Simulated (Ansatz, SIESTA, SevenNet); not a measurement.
# Random packing of P38S62 (at. %): programs against cell size

Single points at Γ on cells of 64, 128 and 256 atoms, calculated with SIESTA 5.4.2 and SevenNet 0.

Smallest cell: 64 atoms (24 P, 40 S) packed at random in a cube at 2.09 g/cm³ and pushed apart as soft spheres; a start for melting by ab initio MD, not an equilibrated structure. Then every atom was moved at random, 0.03 Å r.m.s. a Cartesian component.

Largest cell: 64 atoms (24 P, 40 S) packed at random in a cube at 2.09 g/cm³ and pushed apart as soft spheres; a start for melting by ab initio MD, not an equilibrated structure. The cell was repeated 2 x 2 x 1. Then every atom was moved at random, 0.03 Å r.m.s. a Cartesian component.

The programs:
- SIESTA: numerical atomic orbitals, whose automatically made sets are far from complete, with PseudoDojo norm-conserving potentials that we converted to its format (checked against plane waves on the same files for H, C, O, Si, Ge and Ca alone); labels give functional, basis size, energy shift and mesh cutoff.
- SevenNet: machine-learned potential, published weights.

CPU time (Arm Neoverse V1, shared host; 4 to 4 cores a run):

```csv
method,64 atoms,128 atoms,256 atoms
"SIESTA PBE, SZ, shift 0.02 Ry, mesh 250 Ry",87 s,5.1 min,-
"SIESTA PBE, DZP, shift 0.01 Ry, mesh 250 Ry",3.1 min,9.3 min,87 min
SevenNet 0 potential,9.1 s,9.1 s,11 s
```

Peak memory (GiB):

```csv
method,64 atoms,128 atoms,256 atoms
"SIESTA PBE, SZ, shift 0.02 Ry, mesh 250 Ry",0.91,1.2,-
"SIESTA PBE, DZP, shift 0.01 Ry, mesh 250 Ry",1.3,2.0,3.5
SevenNet 0 potential,0.66,0.85,1.2
```

CPU time is summed over cores on a shared host, where runs went side by side, so it is rough. Symmetry, cutoffs, thresholds, outputs and thread counts weren't matched or tuned between programs; memory under MPI is the largest rank's times the ranks.

A dash marks a run that wasn't made or didn't finish.

Each size is a configuration of its own, and Γ sampling tightens with size.

[Logs are printed without paths, hosts, clocks, repeated set-up lines and the standing remarks that a program may print on its own settings, such as how far it seeks lower states.]

[Hosts, paths, dates, database ids (printed as entryN), source tags and the programs' standing remarks are cut or masked in the printed files.]
